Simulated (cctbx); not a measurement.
# Lattice, Laue class and space group of a new crystal

Cell: a = 9.4220 Å, b = 6.6010 Å, c = 9.6510 Å, α = 90.00°, β = 93.50°, γ = 90.00°. Expected content of the cell: Tb4 Ce4 S16.

Simulated single-crystal data (cctbx): Mo Kα, λ = 0.71073 Å, to d = 0.8 Å, 95 % of the full sphere, strongest reflection 40000 counts, noise from counting, a 2 % proportional error and a noise floor of 4 counts (s.d.); no absorption.

A first pass over the reflections prints:

```text
4645 reflections to d = 0.801 A
centring   violations  <I/sigma> of those
    A       1184 of  2325     10.2
    B       1106 of  2322      7.1
    C       1308 of  2321     11.3
    I       1320 of  2321     11.3
    R       1734 of  3104     11.0
    F       1799 of  3484      9.6
Laue class    unique    Rint  (classes that these axes allow; Friedel mates merged)
P -1             2439   0.016
P 1 2/m 1        1337   0.020
space group    extra absences  I>4sigma  <I/sigma>
P 1 2 1                 0          0         -  acentric
P 1 21 1                8          0      -0.2  acentric
P 1 m 1                 0          0         -  acentric
P 1 c 1               212          0       0.0  acentric
P 1 2/m 1               0          0         -  centric
P 1 21/m 1              8          0      -0.2  centric
P 1 2/c 1             212          0       0.0  centric
P 1 21/c 1            220          0       0.0  centric
Wilson B = 1.26 A^2   <|E^2-1|> = 1.450 (0.968 centric, 0.736 acentric)   E^2>4: 10.2 %
shell (A)         n   <I/sigma>
 9.63 - 1.60    179     15.9
 1.60 - 1.27    171     20.1
 1.27 - 1.11    171     20.0
 1.11 - 1.01    170     18.5
 1.01 - 0.94    157     17.1
 0.94 - 0.88    161     21.0
 0.88 - 0.84    171     17.3
 0.84 - 0.80    157     15.4
```

Q: Read the symmetry from these tables.

Every centring test has many violations, so the lattice is primitive.

Rint stays low (0.016 to 0.020) up to P 1 2/m 1, the highest class in these axes.

8 settings pass the absence test. The most absences obeyed, 220, belong to P 1 21/c 1 alone.

⟨|E²−1|⟩ = 1.450 is above even the centric ideal, a mark of pseudo-translation (a class of systematically weak reflections). The Wilson B of 1.26 Å² means U ≈ 0.0160 Å².

The true group is P2_1/c (no. 14), Laue class 2/m, centrosymmetric. The tables fix it.

The model was made for the exercise: a known structure type with other elements put in, its volume estimated, not relaxed; displacement parameters are assumed.

[Logs are printed without paths, hosts, clocks, repeated set-up lines and the standing remarks that a program may print on its own settings, such as how far it seeks lower states.]
